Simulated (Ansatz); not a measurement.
# BiHSe (built on the sites of a database entry of YHSe): the cell at rest

Wanted: the relaxed cell of BiHSe (built on the sites of a database entry of YHSe).

Main program and level: Ansatz 0.2.0; DFT LDA, scalar-relativistic, plane waves, PAW.

The structure was built from a prototype and need not be the compound's stable phase.

## 1. Set-up

Symmetry: P-6m2, No. 187, hexagonal system. Conventional cell: a = 3.322 Å, b = 3.322 Å, c = 3.386 Å, α = 90.00°, β = 90.00°, γ = 120.00°. Bi has 3 H at 1.92 Å and 6 Se at 2.56 Å nearest. Nearest to H lie 3 Bi at 1.92 Å. Nearest to Se lie 6 H at 2.56 Å and 6 Bi at 2.56 Å. Farther neighbours and most contacts between anions are not listed.

## 2. A coarse first look

First a cheap look: the gap decides the mesh and the occupations, the pressure tells how far the cell has to move.

File input.yaml:

```yaml
crystal:
  lattice:
    - [3.32195, 0.0, 0.0]
    - [-1.66098, 2.8769, 0.0]
    - [0.0, 0.0, 3.38649]
  atoms:
    - { symbol: Bi, position: [0.0, 0.0, 0.0] }
    - { symbol: H, position: [0.33333333, 0.66666667, 0.0] }
    - { symbol: Se, position: [0.66666667, 0.33333333, 0.5] }
kpoints:
  mp_grid: { grid: [6, 6, 6] }
hamiltonian:
  xc: lda
scf:
  occupations: { method: gaussian, width: 0.1 }
output:
  forces: true
  stress: true
  eigenvalues: true
```

On the command line:

```
ansatz run input.yaml --threads 4 --pin off --max-ram 7168MiB --backend cpu --events-out ev --progress --plain --runs-dir out
```

Numbers of over 12 decimals in the logs are rounded to 6 here.

Output:

```text
Engine: ansatz 0.2.0, aarch64-unknown-linux-gnu
Pseudopotentials: kind: paw
Pseudopotential: Bi, paw, valence charge 15, recommended cutoff 420 eV (normal), Bi.paw.azcp
Pseudopotential: H, paw, valence charge 1, recommended cutoff 420 eV (normal), H.paw.azcp
Pseudopotential: Se, paw, valence charge 16, recommended cutoff 420 eV (normal), Se.paw.azcp
Functional definition: SPW92
  exchange = slater_x
[...]
--- Band table (eV; the first three rows and the last of 28) ---
  k-point 0: bands = [... 12 lower, 14.7012, 18.4314, 18.4314, 22.2833, 23.7734, 23.7734, 24.0209, 30.3872]
  k-point 1: bands = [... 12 lower, 17.2553, 18.7018, 18.7018, 22.7199, 23.9350, 23.9350, 24.7410, 29.0345]
  k-point 2: bands = [... 12 lower, 19.2792, 19.2991, 19.2991, 23.0961, 24.3325, 24.3325, 25.9235, 29.0340]
  k-point 27: bands = [... 12 lower, 12.1914, 12.3173, 12.7077, 15.5653, 28.1529, 29.3223, 29.3280, 29.9443]
[key lines of the parts left out:]
SCF converged after 6 iterations
Free energy (F): -17479.541223 eV
Fermi energy:    21.380980 eV
P = ⅓ Tr σ = 120.4331 GPa (1204.331 kbar)
```

The job ended after 0.58 s (4 threads of Arm Neoverse V2, shared host; peak memory 0.3 GiB; 1.7 s of CPU time).

This step gave:

```yaml
pressure: 120.4 GPa
volume_per_atom: 10.79 Å³
gap_on_the_k_mesh: 0 eV
```

The coarse mesh shows no gap and a pressure of 120.4 GPa.

## 3. Rough relaxation

The start is far from rest, so a relaxation with loose tolerances brings it close first.

input.yaml, as its differences from that of step 2:

```diff
@@ -10,3 +10,3 @@
 kpoints:
-  mp_grid: { grid: [6, 6, 6] }
+  mp_grid: { grid: [9, 9, 6] }
 hamiltonian:
@@ -19 +19,6 @@
   eigenvalues: true
+relax:
+  adjacent_minimum: "off"
+  f_tol: 0.05
+  max_steps: 80
+  cell: { stress_tol: 0.5 }
```

Output:

```text
[...]
Crystal: 3 atoms, lattice volume = 32.364 Å³
Basis set: ecut = 420 eV, 635 PW (Γ)
Bands: 20, of which v1, the nominal top of the filled ones, is band 16 counted from 1 (15 counted from 0)
Symmetry: 12 space group operations
[...]
k-points: 48 of 486 (time reversal used)
[...]
F+E_penalty+E_count = -17484.64717271 eV   max|allowed force component| = 6.746e-17 eV/Å   (the final SCF, on the basis selected at the relaxed cell)
  cell:  # Å, volume = 53.4626 Å³
    - [3.900234, 3.3892723174698544e-6, 0.0]
    - [-1.950120, 3.377700, 0.0]
    - [0.0, 0.0, 4.058245]
  atoms:
    - { symbol: Bi, position: [0, 0, 0.0] }
    - { symbol: H, position: [0.333333, 0.666667, 0.0] }
    - { symbol: Se, position: [0.666667, 0.333333, 0.5] }
[key lines of the parts left out:]
SCF converged after 5 iterations
Free energy (F): -17484.647173 eV
Fermi energy:    10.759770 eV
P = ⅓ Tr σ = 0.0896 GPa (0.896 kbar)
```

Run time: 11 s. Hardware: 4 threads; peak memory 0.41 GiB.

The steps of the relaxation:

```csv
step,energy less that of the first step (eV),largest force component (eV/Å),pressure (GPa),volume (Å³)
1,0.0000,0.0000,120.70,32.36
2,-2.6333,0.0000,66.70,36.99
3,-4.1982,0.0000,31.81,42.27
4,-4.8843,0.0000,11.14,47.61
5,-5.0084,0.0000,-3.08,53.28
6,-5.0231,0.0000,0.16,51.81
7*,-5.1087,0.0000,2.81,51.81
8,-5.1220,0.0000,0.73,53.05
9,-5.1230,0.0000,0.10,53.46
10*,-5.1236,0.0000,0.09,53.46
```

Relaxation steps marked * repeat the geometry before them on a plane-wave basis chosen anew for their cell, so energy and pressure can jump there.

Forces are held to the 12 operations that the run works with; a distortion that breaks them can't arise in this run.

```csv
cell as run,before,after,change
a (Å),3.322,3.900,+17.4 %
b (Å),3.322,3.900,+17.4 %
c (Å),3.386,4.058,+19.8 %
volume (Å³/atom),10.79,17.82,+65.2 %
```

The relaxed structure:

```xyz
3
Lattice="3.9002 0.0000 0.0000 -1.9501 3.3777 0.0000 0.0000 0.0000 4.0582" Properties=species:S:1:pos:R:3 pbc="T T T"
Bi    0.0000    0.0000    0.0000
H     0.0000    2.2518    0.0000
Se    1.9501    1.1259    2.0291
```

This step gave:

```
pressure        : 0.08957 GPa
volume per atom : 17.82 Å³
```

In this step the volume went from 10.79 to 17.82 Å³/atom.

## 4. Bringing the structure to rest

Harmonic phonons are second derivatives at a point where the forces vanish, and they are wanted at zero stress, so atoms and cell are relaxed first.

File input.yaml:

```yaml
crystal:
  lattice:
    - [3.9002343283, 3.3893e-06, 0.0]
    - [-1.9501200993, 3.3777003143, 0.0]
    - [0.0, 0.0, 4.0582451355]
  atoms:
    - { symbol: Bi, position: [0.0, 0.0, 0.0] }
    - { symbol: H, position: [0.3333333333, 0.6666666667, 0.0] }
    - { symbol: Se, position: [0.6666666667, 0.3333333333, 0.5] }
kpoints:
  mp_grid: { grid: [12, 12, 10] }
hamiltonian:
  xc: lda
scf:
  occupations: { method: gaussian, width: 0.1 }
output:
  forces: true
  stress: true
  eigenvalues: true
  write_density: true
  write_potential: true
  elf: true
  volumetric_format: npy
relax:
  adjacent_minimum: "off"
  f_tol: 0.005
  max_steps: 80
  cell: { stress_tol: 0.05 }
```

Output:

```text
[...]
Crystal: 3 atoms, lattice volume = 53.463 Å³
Basis set: ecut = 420 eV, 1057 PW (Γ)
Bands: 20, of which v1, the nominal top of the filled ones, is band 16 counted from 1 (15 counted from 0)
[... 1 set-up line as in the run before ...]
[...]
k-points: 114 of 1440 (time reversal used)
[...]
SCF iter   1: F=—  HF=-17484.653215 eV  |F-HF|=—  |Δ(HF+E_count)|=         —  Δρ=6.94e-3  dr2=1.90e-2  ethr=1.77e-3  ⟨swp⟩=5.4  Hψ=10211  notcnv=0
[...]
SCF iter   7: F=-17484.646287 eV  HF=-17484.646287 eV  |F-HF|=9.49e-9  |Δ(HF+E_count)|=   7.61e-8  Δρ=4.57e-6  dr2=1.66e-8  ethr=3.13e-10  ⟨swp⟩=8.6  Hψ=14977  notcnv=0
SCF 1 converged in 7 iterations: F = -17484.646287 eV  dr2 = 1.66e-8
[...]
relax step   1: F+E_penalty+E_count = -17484.64628682 eV  Δ(F+E_penalty+E_count) = +0.000e0 eV  max|allowed force component| = 9.637e-17 eV/Å  Δτ_max = 0.0000 Å  P = +0.147 GPa  Ω = 53.463 Å³  (7 SCF iters, dr2 threshold 1.00e-7 eV, accepted)
Crystal: 3 atoms, lattice volume = 53.691 Å³
[...]
SCF iter   5: F=-17484.646188 eV  HF=-17484.646188 eV  |F-HF|=2.21e-9  |Δ(HF+E_count)|=   6.36e-8  Δρ=3.83e-6  dr2=8.36e-9  ethr=2.00e-10  ⟨swp⟩=8.5  Hψ=15261  notcnv=0
SCF 2 converged in 5 iterations: F = -17484.646188 eV  dr2 = 8.36e-9
relax step   2: F+E_penalty+E_count = -17484.64618820 eV  Δ(F+E_penalty+E_count) = +9.863e-5 eV  max|allowed force component| = 2.440e-16 eV/Å  Δτ_max = 0.0000 Å  P = -0.188 GPa  Ω = 53.691 Å³  energy of the carried Pulay correction = -8.680e-5 eV  (5 SCF iters, dr2 threshold 1.18e-7 eV, rejected (line search))
Crystal: 3 atoms, lattice volume = 53.562 Å³
[...]
SCF iter   7: F=-17484.646344 eV  HF=-17484.646344 eV  |F-HF|=7.28e-12  |Δ(HF+E_count)|=  7.28e-12  Δρ=1.20e-7  dr2=1.24e-11  ethr=1.00e-12  ⟨swp⟩=6.1  Hψ=10573  notcnv=0
SCF 3 converged in 7 iterations: F = -17484.646344 eV  dr2 = 1.24e-11
relax step   3: F+E_penalty+E_count = -17484.64634371 eV  Δ(F+E_penalty+E_count) = -5.689e-5 eV  max|allowed force component| = 8.519e-17 eV/Å  Δτ_max = 0.0000 Å  P = +0.001 GPa  Ω = 53.562 Å³  energy of the carried Pulay correction = -3.768e-5 eV  (7 SCF iters, accepted)
[...]
SCF iter   4: F=-17484.646383 eV  HF=-17484.646383 eV  |F-HF|=7.28e-12  |Δ(HF+E_count)|=  2.26e-10  Δρ=1.23e-7  dr2=6.31e-12  ethr=1.00e-12  ⟨swp⟩=8.8  Hψ=14479  notcnv=0
SCF 4 converged in 4 iterations: F = -17484.646383 eV  dr2 = 6.31e-12
relax step   4: F+E_penalty+E_count = -17484.64638329 eV  Δ(F+E_penalty+E_count) = -3.958e-5 eV  max|allowed force component| = 7.941e-17 eV/Å  Δτ_max = 0.0000 Å  P = +0.001 GPa  Ω = 53.562 Å³  stress off target by 4.06e-3 GPa  SCF on the basis re-selected at this cell (its energy is not comparable with the rows above)  (4 SCF iters)
[...]
SCF converged after 4 iterations
Free energy (F): -17484.646383 eV
[...]
Internal energy: -17484.645926 eV  (E = F + TS)
E sigma→0 (E₀):  -17484.646154 eV
Entropy (-TS):   -0.000458 eV (-0.153 meV/atom)
Fermi energy:    10.777099 eV
[...]
--- Stress (GPa, compression-positive) ---
       -0.000222       0.000000      -0.000000
        0.000000      -0.000222      -0.000000
       -0.000000      -0.000000       0.004060
  P = ⅓ Tr σ = 0.0012 GPa (0.012 kbar)
--- Band table (eV; the first three rows and the last of 114) ---
  k-point 0: bands = [... 12 lower, 6.7773, 9.1039, 9.1039, 10.7766, 12.8118, 12.8118, 14.8010, 15.6946]
  k-point 1: bands = [... 12 lower, 7.0493, 9.1639, 9.1639, 10.8034, 12.8078, 12.8078, 14.7266, 15.5826]
  k-point 2: bands = [... 12 lower, 7.7128, 9.3319, 9.3319, 10.8754, 12.7807, 12.7807, 13.8964, 16.1755]
  k-point 113: bands = [... 12 lower, 5.3250, 5.3357, 5.6661, 7.6795, 15.1292, 15.1652, 16.4055, 18.3877]
--- Relaxed structure (3 steps of the walk, 2 accepted, 1 SCFs on fresh bases) ---
[...]
cell:  # Å, volume = 53.5621 Å³
    - [3.905422, 3.3937675037240937e-6, 0]
    - [-1.952714, 3.382193, 0]
    - [0, 0, 4.055001]
  atoms:
    - { symbol: Bi, position: [0, 0, 0] }
    - { symbol: H, position: [0.333333, 0.666667, 0] }
    - { symbol: Se, position: [0.666667, 0.333333, 0.5] }
```

Wall time 13 s (4 threads); peak memory 0.49 GiB.

Relaxation path:

```csv
step,energy less that of the first step (eV),largest force component (eV/Å),pressure (GPa),volume (Å³)
1,0.0000,0.0000,0.15,53.46
2,0.0001,0.0000,-0.19,53.69
3,-0.0001,0.0000,0.00,53.56
4*,-0.0001,0.0000,0.00,53.56
```

Relaxation steps marked * repeat the geometry before them on a plane-wave basis chosen anew for their cell, so energy and pressure can jump there. Relaxation step 2 was tried and not accepted.

Forces are held to the 12 operations that the run works with; a distortion that breaks them can't arise in this run.

```csv
"conventional cell, symmetrised",before,after,change
a (Å),3.900,3.905,+0.1 %
b (Å),3.900,3.905,+0.1 %
c (Å),4.058,4.055,-0.1 %
volume (Å³/atom),17.82,17.85,+0.2 %
```

Final coordinates:

```
Bi H Se
1.0
     3.90542    0.00000    0.00000
    -1.95271    3.38219    0.00000
     0.00000    0.00000    4.05500
Bi H Se
1 1 1
Direct
  0.00000 0.00000 0.00000
  0.33333 0.66667 0.00000
  0.66667 0.33333 0.50000
```

Numbers from this step:

- pressure: 0.001205 GPa
- volume per atom: 17.85 Å³

ELF in the ab plane at fractional z = 0.000, with atoms of Bi and H within 0.2 Å of it. It is the smooth field of the valence electrons, not physical close to the nuclei.

Values in units of 1e-1, 14 rows by 14 columns, each cell a mean:
```
 1.4  2.0  4.0  3.9  3.1  3.3  4.0  3.7  2.9  3.1  4.1  3.8  1.6  1.2
 2.4  3.8  4.0  3.4  4.3  6.6  7.7  6.1  3.9  3.4  4.2  3.8  2.2  1.6
 4.2  4.0  3.5  5.0  8.0  9.5  9.6  7.5  4.4  3.4  4.2  4.4  3.9  3.9
 3.7  3.2  4.7  8.1  9.8 10.0  9.8  7.5  4.1  3.2  3.8  4.3  4.5  4.3
 2.7  3.5  7.2  9.6 10.0 10.0  9.7  6.4  3.2  2.6  3.1  3.4  3.4  3.1
 2.1  4.7  8.6  9.8  9.9  9.6  8.2  3.9  1.9  1.7  2.0  2.1  1.9  1.7
 2.1  4.8  7.8  8.9  8.8  7.5  4.9  1.8  1.0  1.0  1.1  1.1  1.0  1.0
 2.0  3.4  4.6  5.0  4.5  3.2  1.8  0.9  0.7  0.7  0.7  0.7  0.7  1.0
 2.4  3.0  3.3  3.4  3.0  2.3  1.4  0.8  0.6  0.6  0.6  0.7  0.9  1.5
 3.6  3.9  4.0  3.9  3.4  2.6  1.7  0.9  0.7  0.6  0.7  1.0  1.9  2.8
 4.3  4.1  4.2  4.5  4.0  3.0  1.8  0.9  0.7  0.7  1.0  2.0  3.2  4.1
 2.8  2.3  3.1  4.3  4.3  3.0  1.7  0.8  0.7  0.9  1.9  3.2  4.3  4.1
 1.2  1.0  2.3  4.2  4.1  2.7  1.5  0.9  0.9  1.7  3.0  4.2  3.9  2.0
 3.7  1.2  2.8  4.3  3.6  2.3  1.6  1.4  1.6  2.5  3.7  4.3  2.4  1.4
```
Columns run along a (3.9 Å), rows up along b (3.9 Å). Atoms in or near the plane, at fractional coordinates: Bi at (0.00, 0.00), H at (0.33, 0.67).

Electrostatic potential energy in the ab plane at fractional z = 0.000, with atoms of Bi and H within 0.2 Å of it. With pseudopotentials it is smooth inside the atoms' cores, unlike the true potential.

Values in eV, 14 rows by 14 columns, each cell a mean:
```
-87 -73 -34  -5   7  11  12  12  11   5  -9 -42 -79 -89
-67 -41 -11   4   9  11  11  11  10   3 -12 -42 -71 -79
-25  -8   4   9   7   1   4  10   9   3  -9 -27 -42 -42
 -1   6   9   7 -13 -27  -8  10   9   5  -1  -9 -13  -9
  8  10  10  -4 -34 -32  -2  11  11   8   5   3   3   5
 12  12  10  -3 -16  -2  10  12  12  11  10   9  10  11
 13  12  10   7   7  10  12  13  13  12  12  12  12  13
 12  11  10   9  10  11  12  13  13  13  13  13  13  13
  9   7   6   6   8  10  12  13  13  13  13  13  13  11
  0  -5  -7  -3   2   8  11  13  13  13  13  12  10   6
-22 -32 -30 -17  -3   6  10  13  13  13  12  10   4  -5
-62 -69 -57 -30  -7   6  10  13  13  12  10   4 -11 -34
-88 -88 -69 -32  -5   7  11  13  13  11   5  -8 -41 -73
-90 -88 -62 -22   0   9  12  13  12   8  -1 -25 -67 -87
```
Columns run along a (3.9 Å; values clipped at the 3rd and 97th percentile), rows up along b (3.9 Å). Atoms in or near the plane, at fractional coordinates: Bi at (0.00, 0.00), H at (0.33, 0.67).

Valence density in the ab plane at fractional z = 0.000, with atoms of Bi and H within 0.2 Å of it. It is the smooth field of the valence electrons, not physical close to the nuclei.

Ten even steps from '_' (0.1 e/Å³) to '@' (7.8 e/Å³), each cell a mean:
```
%%**::________________--**%%
++--..______________..--++**
::____________________::----
__________..____________..__
________....________________
____________________________
____________________________
____________________________
____________________________
____________________________
..::::..____________________
++++==::________________..::
%%%%++::________________--**
@@%%++..______________::++%%
```
Columns run along a (3.9 Å), rows up along b (3.9 Å). Atoms in or near the plane, at fractional coordinates: Bi at (0.00, 0.00), H at (0.33, 0.67).

In this step the volume went from 17.82 to 17.85 Å³/atom.

## 5. Tight relaxation

Phonons need a cell at rest on their own settings, so the relaxation is repeated with tight tolerances on forces and stress, using the mesh and the filling of the phonon run that follows.

File input.yaml:

```yaml
crystal:
  lattice:
    - [3.9054218076, 3.3938e-06, 0.0]
    - [-1.9527138429, 3.382192801, 0.0]
    - [0.0, 0.0, 4.0550007112]
  atoms:
    - { symbol: Bi, position: [0.0, 0.0, 0.0] }
    - { symbol: H, position: [0.3333333333, 0.6666666667, 0.0] }
    - { symbol: Se, position: [0.6666666667, 0.3333333333, 0.5] }
kpoints:
  mp_grid: { grid: [12, 12, 10] }
hamiltonian:
  xc: lda
scf:
  occupations: { method: methfessel_paxton, width: 0.15 }
output:
  forces: true
  stress: true
  eigenvalues: true
relax:
  adjacent_minimum: "off"
  f_tol: 0.001
  max_steps: 60
  cell: { stress_tol: 0.01 }
```

Output:

```text
[...]
Crystal: 3 atoms, lattice volume = 53.562 Å³
Basis set: ecut = 420 eV, 1057 PW (Γ)
Bands: 20, of which v1, the nominal top of the filled ones, is band 16 counted from 1 (15 counted from 0)
[... 1 set-up line as in the run before ...]
[...]
k-points: 114 of 1440 (time reversal used)
[...]
--- Relaxed structure (3 steps of the walk, 3 accepted, 1 SCFs on fresh bases) ---
[...]
cell:  # Å, volume = 53.5616 Å³
    - [3.905648, 3.3939869539075543e-6, 0.0]
    - [-1.952827, 3.382389, 0.0]
    - [0.0, 0.0, 4.054495]
  atoms:
    - { symbol: Bi, position: [0, 0, 0.0] }
    - { symbol: H, position: [0.333333, 0.666667, 0.0] }
    - { symbol: Se, position: [0.666667, 0.333333, 0.500000] }
[key lines of the parts left out:]
SCF converged after 5 iterations
Free energy (F): -17484.646188 eV
Fermi energy:    10.786503 eV
P = ⅓ Tr σ = -0.0001 GPa (-0.001 kbar)
```

It took 11 s on 4 threads; peak memory 0.48 GiB.

Little changed from the start: no atom moved by 0.005 Å and no cell edge by 0.1 %.

Numbers from this step:

| Property | Result |
| --- | --- |
| pressure | -7.84e-5 GPa |

The forces vanish by symmetry and the pressure is 0.000 GPa, within the tolerances set. The cell now holds 17.85 Å³/atom.

## 6. What came out

| Quantity | Value |
| --- | --- |
| space group after relaxation (within 0.01 Å) | P-6m2 |
| lattice constant a | 3.906 Å |
| lattice constant b | 3.906 Å |
| lattice constant c | 4.054 Å |
| volume per atom | 17.9 Å³ |

In words: The forces vanish by symmetry and the pressure is 0.000 GPa, within the tolerances set. The cell now holds 17.85 Å³/atom. The relaxation keeps the symmetry of its start, so it says nothing on stability against lower symmetry. Spin-orbit coupling is left out, which can matter for the heavy elements here. The starting cell was built on a prototype and not taken from a measurement, so the phase need not exist.

[Logs are printed without paths, hosts, clocks, repeated set-up lines and the standing remarks that a program may print on its own settings, such as how far it seeks lower states.]

[Hosts, paths, dates, database ids (printed as entryN), source tags and the programs' standing remarks are cut or masked in the printed files.]
